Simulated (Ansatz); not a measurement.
# MgO (Fm-3m): bands and screening cutoff converge together

Aim: vary empty bands and screening cutoff apart and together in G0W0 on MgO (Fm-3m).

Calculated with Ansatz 0.2.0; G0W0 on PBE, plane waves, PAW; PAW set soft_1.

## Step 1: The starting structure

It takes space group Fm-3m (No. 225, cubic). The conventional cell has a = 4.194 Å, b = 4.194 Å, c = 4.194 Å, α = 90.00°, β = 90.00°, γ = 90.00°. Mg has 6 O at 2.10 Å nearest. Nearest to O lie 6 Mg at 2.10 Å. Farther neighbours and most contacts between anions are not listed.

The cell and positions are those that the Materials Project relaxed with its own functionals (PBE, PBE+U or r2SCAN), kept fixed.

## Step 2: 14 empty bands, screening to 50 eV

G0W0 replaces the xc potential by the self-energy, built once from these orbitals. Only a window of levels is corrected, while the sums run over the empty bands that the input names. This step takes PAW set soft_1 files.

Contents of input.yaml:

```yaml
crystal:
  lattice:
    - [0.0, 2.0970013927, 2.0970013927]
    - [2.0970013927, 0.0, 2.0970013927]
    - [2.0970013927, 2.0970013927, 0.0]
  atoms:
    - { symbol: Mg, position: [0.0, 0.0, 0.0] }
    - { symbol: O, position: [0.5, 0.5, 0.5] }
kpoints:
  mp_grid: { grid: [8, 8, 8] }
hamiltonian:
  xc: pbe
  pseudopotentials: { kind: paw, azcp: { folder: soft_1 } }
scf:
  occupations: { method: fixed }
gw:
  n_empty_bands: 14
  ecut_chi: 50
  qp_bands: [v2, c2]
  qp_kpoints: band_edges
  screening: { model: contour_deformation }
```

On the command line:

```
$ ansatz run input.yaml --threads 2 --pin off --max-ram 73728MiB --backend cuda --events-out ev --progress --plain --runs-dir out --devices 1 --max-vram 13GiB
```

Numbers of over 12 decimals in the logs are rounded to 6 here.

Log:

```text
GPUs: using 1 of 1 available (devices: 1).
Engine: ansatz 0.2.0, x86_64-unknown-linux-gnu
Pseudopotentials: kind: paw
Pseudopotential: Mg, paw, valence charge 10, recommended cutoff 420 eV (normal), soft_1/Mg.paw.azcp
Pseudopotential: O, paw, valence charge 6, recommended cutoff 420 eV (normal), soft_1/O.paw.azcp
Functional definition: PBE
  parameter kappa = 0.804
  parameter beta = 0.066725
  exchange = pbe_x(kappa = kappa, mu = beta*pi^2/3)
  correlation = pbe_c(beta = beta)
device memory: the entry about to start is reckoned to put 0.4 GiB on a device that reports 46.4 GiB free (of which the cap on the GPU budget leaves the run 13.0 GiB)
GPU FFT provider: cuFFT
GPU libraries: cuBLAS 13.8.2, cuFFT 12.4.0, cuSOLVER 12.3.4
Crystal: 2 atoms, lattice volume = 18.443 Å³
Basis set: ecut = 420 eV, 339 PW (Γ)
Bands: 12, of which v1, the nominal top of the filled ones, is band 8 counted from 1 (7 counted from 0)
Symmetry: 48 space group operations
Space group: Fm-3m (ITA 225), of the structure as read, at distance tolerance 2.6e-5 Å
k-points: 29 of 512
Non-local potential: Mg, projectors of the file, l = 0: 3, l = 1: 2, l = 2: 1
Non-local potential: O, projectors of the file, l = 0: 2, l = 1: 2, l = 2: 1
PAW form: soft (Blöchl's): semilocal exchange-correlation on the pseudo side does not see the compensation charge
PAW one-centre angular grid: Mg, 110 points (default); XC on 64 Gauss nodes
PAW one-centre angular grid: O, 110 points (default); XC on 64 Gauss nodes
Initial density: superposition of atomic densities (chi_scale 0.1, normalization cell, long waves kept (reshape's long-wave potential 0.00 eV rms))
Initial wavefunctions: pseudopotential atomic-orbital guess
GPU buffer pool allocated for 8000 grid points (all kernels)
GPU transforms: local potential and band sums: pruned to the plane-wave sphere, on 20×20×20
Functional: x = pbe(κ = 0.804, μ = 0.219515), c = pbe(β = 0.066725)
SCF iter   1: F=—  HF=-2494.086301 eV  |F-HF|=—  |Δ(HF+E_count)|=         —  Δρ=7.13e-2  dr2=5.03e-1  ethr=3.10e-3  ⟨swp⟩=4.1  Hψ=1965  notcnv=0  defer=20
preconditioner: auto → none  [insulator: Δε(μ)=4.534 eV  Ē_g=18.503 eV  n_scr=8 (ndim 8)  ℏωp=24.5 eV  f_vac=0.000  ε∞_Penn≈2.7]
SCF iter   2: F=—  HF=-2494.070458 eV  |F-HF|=—  |Δ(HF+E_count)|=   1.58e-2  Δρ=2.85e-2  dr2=8.04e-2  ethr=3.10e-3  ⟨swp⟩=2.9  Hψ=751  notcnv=0  defer=48
SCF iter   3: F=—  HF=-2494.119669 eV  |F-HF|=—  |Δ(HF+E_count)|=   4.92e-2  Δρ=4.63e-3  dr2=2.50e-3  ethr=5.03e-4  ⟨swp⟩=2.5  Hψ=592  notcnv=0  defer=55
SCF iter   4: F=—  HF=-2494.122899 eV  |F-HF|=—  |Δ(HF+E_count)|=   3.23e-3  Δρ=2.72e-3  dr2=9.18e-4  ethr=1.56e-5  ⟨swp⟩=2.2  Hψ=590  notcnv=0  defer=56
SCF iter   5: F=—  HF=-2494.122632 eV  |F-HF|=—  |Δ(HF+E_count)|=   2.67e-4  Δρ=3.05e-4  dr2=8.75e-6  ethr=5.74e-6  ⟨swp⟩=2.0  Hψ=489  notcnv=0  defer=56
SCF iter   6: F=-2494.122640 eV  HF=-2494.122640 eV  |F-HF|=2.13e-8  |Δ(HF+E_count)|=   8.24e-6  Δρ=1.79e-5  dr2=1.93e-8  ethr=6.25e-10  ⟨swp⟩=4.0  Hψ=1566  notcnv=0
SCF 1 converged in 6 iterations: F = -2494.122640 eV  dr2 = 1.93e-8
[...]
device memory: the entry about to start is reckoned to put 0.5 GiB on a device that reports 46.5 GiB free (of which the cap on the GPU budget leaves the run 13.0 GiB)
NSCF: frozen V_eff on 29 k-points, pencils in batches of 32, up to order 48
[...]
device memory: the entry about to start is reckoned to put 0.4 GiB on a device that reports 47.7 GiB free (of which the cap on the GPU budget leaves the run 13.0 GiB)
NSCF: frozen V_eff on 29 k-points, pencils in batches of 32, up to order 108
G₀W₀ screening: q 1/29
[... further progress lines ...]
SCF converged after 6 iterations
Free energy (F): -2494.122640 eV
Harris-Foulkes:  -2494.122640 eV  (|F-HF|=2.13e-8)
Internal energy: -2494.122640 eV  (E = F + TS)
E sigma→0 (E₀):  -2494.122640 eV
Fermi energy:    8.216166 eV
--- Per-component energies (eV) ---
  E_band       = -291.005374
  E_kinetic    = 243.937607
  E_local      = -1684.897838  (includes V_loc(G=0)·N_el)
  E_nonlocal   = 246.935791
  E_hartree    = 558.947267
  E_xc         = -100.781610
  E_vxc        = -129.132451  (∫ρ·V_xc dr)
  E_paw        = -463.345969  (= ΣΔE_a)
  E_vpaw       = -85.744046  (= ΣTr[D̂ρ^β])
  E_aug_tail   = 0.000768  (compensation charges beyond the density's cutoff)
  E_ewald      = -1294.918655
  E_smearing   = -0.000000  (= −TS)
  E_closure    = -0.000000  (closes the sum)
  Σ components = -2494.122640   (vs F -2494.122640, Δ=0.00e0)
--- Band table (eV; the first three rows and the last of 29) ---
  k-point 0: bands = [... 4 lower, -9.0985, 8.2162, 8.2162, 8.2162, 13.0890, 24.1069, 24.1069, 24.1069]
  k-point 1: bands = [... 4 lower, -8.9257, 7.2614, 8.1119, 8.1119, 13.9993, 22.4176, 24.4708, 24.4708]
  k-point 2: bands = [... 4 lower, -8.4774, 5.5425, 7.8713, 7.8713, 15.4415, 20.8843, 24.9989, 24.9989]
  k-point 28: bands = [... 4 lower, -7.4559, 5.2471, 5.2471, 6.4310, 19.9654, 19.9654, 20.5526, 23.9397]
--- G₀W₀: contour deformation, 5 samples at zero and on the imaginary axis and 4 off it, 512 q-points, 14 empty bands' worth ---
  eigenvalues of the whole cell's RPA ε∞ on this k-mesh (on a slab, of 1 + 4πα/V) = 3.0512, 3.0512, 3.0512; static W/v taken at q = 0 is 0.327741
  bands read: the sum over 22 bands ends inside a degenerate multiplet in 3 slots, whose members it reads at an even weight; the widest, k=3: bands 22 to 23 (counted from 1) at 1/2 each
  gw.qp_kpoints: band_edges: 14 of 29 stored k-points solved, in 1 pass; an edge of the gap read off the rows below is read off those points alone
    valence top: of the k-points left out ik 12 came nearest to being solved in a further pass, in band 7 (counted from 1, as in the quasiparticle table): it holds the edge there only if its correction is more favourable than any solved in that band by at least 0.741 eV; those differ by 0.579 eV
    conduction bottom: of the k-points left out ik 12 came nearest to being solved in a further pass, in band 9 (counted from 1, as in the quasiparticle table): it holds the edge there only if its correction is more favourable than any solved in that band by at least 3.302 eV; those differ by 0.746 eV
    ik  band        ε_KS         Σx   Σc(E_QP)       V_xc       Z   E_QP_lin       E_QP  E_QP is
     0     7      8.2162   -26.4736     4.6482   -20.9599  0.8022     7.3439     7.3507  root
     0     8      8.2162   -26.4736     4.6482   -20.9599  0.8022     7.3439     7.3507  root
     0     9     13.0890   -10.1548    -3.4419   -14.9022  0.8551    14.4046    14.3945  root
     0    10     24.1069    -3.7290    -4.2663    -9.6552  0.8392    25.7976    25.7668  root
     1     7      8.1119   -26.3679     4.6679   -20.8094  0.8016     7.2139     7.2213  root
     1     8      8.1119   -26.3679     4.6679   -20.8094  0.8016     7.2139     7.2213  root
     1     9     13.9993   -10.9361    -3.3435   -15.7438  0.8487    15.4770    15.4636  root
     1    10     22.4176    -4.1056    -4.3029    -9.9607  0.8360    23.9969    23.9697  root
     2     7      7.8713   -26.1366     4.7117   -20.4800  0.8001     6.9178     6.9264  root
     2     8      7.8713   -26.1366     4.7117   -20.4800  0.8001     6.9178     6.9264  root
     2     9     15.4415   -10.2020    -3.5876   -15.3953  0.8446    17.0657    17.0472  root
     2    10     20.8843    -6.1378    -4.2613   -12.1561  0.8315    22.6743    22.6413  root
     3     7      7.6449   -25.9329     4.7521   -20.1891  0.7988     6.6435     6.6532  root
     3     8      7.6449   -25.9329     4.7521   -20.1891  0.7988     6.6435     6.6532  root
[...]
24    10     18.6756    -5.3006    -3.8674   -10.6792  0.8484    20.2054    20.1868  root
    28     7      5.2471   -23.9138     4.8977   -17.5720  0.7855     3.7754     3.8031  root
    28     8      6.4310   -24.7719     4.7982   -18.7527  0.7927     5.1932     5.2101  root
    28     9     19.9654    -7.8928    -4.1599   -13.9897  0.8268    21.9432    21.9023  root
    28    10     19.9654    -7.8928    -4.1599   -13.9897  0.8268    21.9432    21.9023  root
```

Run time: 13 s. Hardware: 1 × NVIDIA H100 80GB HBM3 (shared by 6 runs) with 2 threads of AMD EPYC 7R13 (Zen 3), shared host; peak memory 0.98 GiB; 15 s of CPU time.

Numbers from this step:

| Quantity | Value |
| --- | --- |
| bands summed | 22 |
| RPA ε∞ on this mesh (eigenvalues) | 3.051, 3.051, 3.051 |
| plane waves in the screening matrix | 15 |
| q-points in the mesh | 512 |
| G0W0 gap on the mesh | 7.044 eV |
| k of the valence top | 0, 0, 0 |
| k of the conduction bottom | 0, 0, 0 |
| starting gap on the mesh | 4.873 eV |
| Z at the valence top | 0.8022 |
| Z at the conduction bottom | 0.8551 |
| least direct G0W0 gap on the computed points | 7.044 eV |

The gap on the mesh goes from 4.87 eV to 7.04 eV, a correction of +2.17 eV. Between the two edge states, bare exchange in place of the xc potential would open the gap by 10.26 eV, and correlation takes back 8.09 eV.

## Step 3: 76 empty bands, screening to 50 eV

input.yaml, as its differences from that of step 2:

```diff
@@ -16,3 +16,3 @@
 gw:
-  n_empty_bands: 14
+  n_empty_bands: 76
   ecut_chi: 50
```

Log:

```text
GPUs: using 1 of 1 available (devices: 1).
[...]
GPU FFT provider: cuFFT
GPU libraries: cuBLAS 13.8.2, cuFFT 12.4.0, cuSOLVER 12.3.4
Crystal: 2 atoms, lattice volume = 18.443 Å³
Basis set: ecut = 420 eV, 339 PW (Γ)
Bands: 12, of which v1, the nominal top of the filled ones, is band 8 counted from 1 (7 counted from 0)
Symmetry: 48 space group operations
[...]
k-points: 29 of 512
[...]
1    10     22.4176    -4.1056    -4.8311    -9.9607  0.8345    23.4532    23.4415  root
[...]
28     7      5.2471   -23.9138     4.7105   -17.5720  0.7864     3.5803     3.6158  root
    28     8      6.4310   -24.7719     4.5937   -18.7527  0.7934     4.9824     5.0056  root
    28     9     19.9654    -7.8928    -4.6239   -13.9897  0.8259    21.4604    21.4383  root
    28    10     19.9654    -7.8928    -4.6239   -13.9897  0.8259    21.4604    21.4383  root
[key lines of the parts left out:]
SCF converged after 6 iterations
Free energy (F): -2494.122640 eV
Fermi energy:    8.216166 eV
```

Elapsed: 12 s, on 1 × NVIDIA H100 80GB HBM3 (shared by 6 runs) with 2 threads; peak memory 1.1 GiB.

This step gave:

```
bands summed                                 : 84
RPA ε∞ on this mesh (eigenvalues)            : 3.077, 3.077, 3.077
plane waves in the screening matrix          : 15
G0W0 gap on the mesh                         : 6.870 eV
k of the valence top                         : 0, 0, 0
k of the conduction bottom                   : 0, 0, 0
starting gap on the mesh                     : 4.873 eV
least direct G0W0 gap on the computed points : 6.870 eV
```

Against the run with 8×8×8 mesh, 14 empty bands, screening to 50 eV, PAW set soft_1 files, the gap moves by −0.17 eV.

## Step 4: 41 empty bands, screening to 100 eV

Another rung: the empty bands reach about as high as the screening cutoff, so the two stay in balance.

input.yaml, as its differences from that of step 3:

```diff
@@ -16,4 +16,4 @@
 gw:
-  n_empty_bands: 76
-  ecut_chi: 50
+  n_empty_bands: 41
+  ecut_chi: 100
   qp_bands: [v2, c2]
```

Log:

```text
GPUs: using 1 of 1 available (devices: 1).
[...]
GPU FFT provider: cuFFT
GPU libraries: cuBLAS 13.8.2, cuFFT 12.4.0, cuSOLVER 12.3.4
Crystal: 2 atoms, lattice volume = 18.443 Å³
Basis set: ecut = 420 eV, 339 PW (Γ)
Bands: 12, of which v1, the nominal top of the filled ones, is band 8 counted from 1 (7 counted from 0)
Symmetry: 48 space group operations
[...]
k-points: 29 of 512
[...]
1    10     22.4176    -4.1056    -4.7394    -9.9607  0.8338    23.5468    23.5332  root
[...]
28     7      5.2471   -23.9138     4.7034   -17.5720  0.7832     3.5742     3.6086  root
    28     8      6.4310   -24.7719     4.5673   -18.7527  0.7887     4.9561     4.9793  root
    28     9     19.9654    -7.8928    -4.5527   -13.9897  0.8216    21.5335    21.5095  root
    28    10     19.9654    -7.8928    -4.5527   -13.9897  0.8216    21.5335    21.5095  root
[key lines of the parts left out:]
SCF converged after 6 iterations
Free energy (F): -2494.122640 eV
Fermi energy:    8.216166 eV
```

The job ended after 9.1 s (1 × NVIDIA H100 80GB HBM3 (shared by 6 runs) with 2 threads; peak memory 1 GiB; 10 s of CPU time).

The G0W0 gap on the mesh is 7.134 eV.

## Step 5: 217 empty bands, screening to 100 eV

input.yaml, as its differences from that of step 4:

```diff
@@ -16,3 +16,3 @@
 gw:
-  n_empty_bands: 41
+  n_empty_bands: 217
   ecut_chi: 100
```

Log:

```text
GPUs: using 1 of 1 available (devices: 1).
[...]
GPU FFT provider: cuFFT
GPU libraries: cuBLAS 13.8.2, cuFFT 12.4.0, cuSOLVER 12.3.4
Crystal: 2 atoms, lattice volume = 18.443 Å³
Basis set: ecut = 420 eV, 339 PW (Γ)
Bands: 12, of which v1, the nominal top of the filled ones, is band 8 counted from 1 (7 counted from 0)
Symmetry: 48 space group operations
[...]
k-points: 29 of 512
[...]
1    10     22.4176    -4.1056    -4.9100    -9.9607  0.8335    23.3726    23.3627  root
[...]
28     7      5.2471   -23.9138     4.5748   -17.5720  0.7830     3.4393     3.4800  root
    28     8      6.4310   -24.7719     4.4191   -18.7527  0.7884     4.8025     4.8310  root
    28     9     19.9654    -7.8928    -4.7426   -13.9897  0.8211    21.3377    21.3196  root
    28    10     19.9654    -7.8928    -4.7426   -13.9897  0.8211    21.3377    21.3196  root
[key lines of the parts left out:]
SCF converged after 6 iterations
Free energy (F): -2494.122640 eV
Fermi energy:    8.216166 eV
```

Run time: 15 s. Hardware: 1 × NVIDIA H100 80GB HBM3 (shared by 6 runs) with 2 threads; peak memory 1.1 GiB; 18 s of CPU time.

The G0W0 gap on the mesh is 7.143 eV.

## Step 6: 14 empty bands, screening to 150 eV

input.yaml, as its differences from that of step 5:

```diff
@@ -16,4 +16,4 @@
 gw:
-  n_empty_bands: 217
-  ecut_chi: 100
+  n_empty_bands: 14
+  ecut_chi: 150
   qp_bands: [v2, c2]
```

Log:

```text
GPUs: using 1 of 1 available (devices: 1).
[...]
GPU FFT provider: cuFFT
GPU libraries: cuBLAS 13.8.2, cuFFT 12.4.0, cuSOLVER 12.3.4
Crystal: 2 atoms, lattice volume = 18.443 Å³
Basis set: ecut = 420 eV, 339 PW (Γ)
Bands: 12, of which v1, the nominal top of the filled ones, is band 8 counted from 1 (7 counted from 0)
Symmetry: 48 space group operations
[...]
k-points: 29 of 512
[...]
1    10     22.4176    -4.1056    -4.2403    -9.9607  0.8368    24.0611    24.0323  root
[...]
28     7      5.2471   -23.9138     4.9917   -17.5720  0.7819     3.8740     3.8970  root
    28     8      6.4310   -24.7719     4.8852   -18.7527  0.7873     5.2832     5.2970  root
    28     9     19.9654    -7.8928    -4.1033   -13.9897  0.8224    22.0008    21.9590  root
    28    10     19.9654    -7.8928    -4.1033   -13.9897  0.8224    22.0008    21.9590  root
[key lines of the parts left out:]
SCF converged after 6 iterations
Free energy (F): -2494.122640 eV
Fermi energy:    8.216166 eV
```

It took 13 s on 1 × NVIDIA H100 80GB HBM3 (shared by 6 runs) with 2 threads; peak memory 1 GiB.

The G0W0 gap on the mesh is 7.225 eV.

## Step 7: 76 empty bands, screening to 150 eV

input.yaml, as its differences from that of step 6:

```diff
@@ -16,3 +16,3 @@
 gw:
-  n_empty_bands: 14
+  n_empty_bands: 76
   ecut_chi: 150
```

Log:

```text
GPUs: using 1 of 1 available (devices: 1).
[...]
GPU FFT provider: cuFFT
GPU libraries: cuBLAS 13.8.2, cuFFT 12.4.0, cuSOLVER 12.3.4
Crystal: 2 atoms, lattice volume = 18.443 Å³
Basis set: ecut = 420 eV, 339 PW (Γ)
Bands: 12, of which v1, the nominal top of the filled ones, is band 8 counted from 1 (7 counted from 0)
Symmetry: 48 space group operations
[...]
k-points: 29 of 512
[...]
1    10     22.4176    -4.1056    -4.8353    -9.9607  0.8342    23.4486    23.4373  root
[...]
28     7      5.2471   -23.9138     4.5622   -17.5720  0.7809     3.4262     3.4674  root
    28     8      6.4310   -24.7719     4.3940   -18.7527  0.7861     4.7765     4.8059  root
    28     9     19.9654    -7.8928    -4.6945   -13.9897  0.8208    21.3869    21.3678  root
    28    10     19.9654    -7.8928    -4.6945   -13.9897  0.8208    21.3869    21.3678  root
[key lines of the parts left out:]
SCF converged after 6 iterations
Free energy (F): -2494.122640 eV
Fermi energy:    8.216166 eV
```

The job ended after 15 s (1 × NVIDIA H100 80GB HBM3 (shared by 6 runs) with 2 threads; peak memory 1.1 GiB; 17 s of CPU time).

The G0W0 gap on the mesh is 7.297 eV.

(Part 1 of 2 ends here.)

[Paths, hosts, dates, memory and timing lines, banners, echoed tables and standing remarks are left out of the program output.]

[Logs are printed without paths, hosts, clocks, repeated set-up lines and the standing remarks that a program may print on its own settings, such as how far it seeks lower states.]

[Runs of the session that timed out or met a known fault of the program may be left out.]

[Cells called generated may have been cut or substituted from an entry of the Crystallography Open Database or the Materials Project.]

[Hosts, paths, dates, database ids (printed as entryN), source tags and the programs' standing remarks are cut or masked in the printed files.]
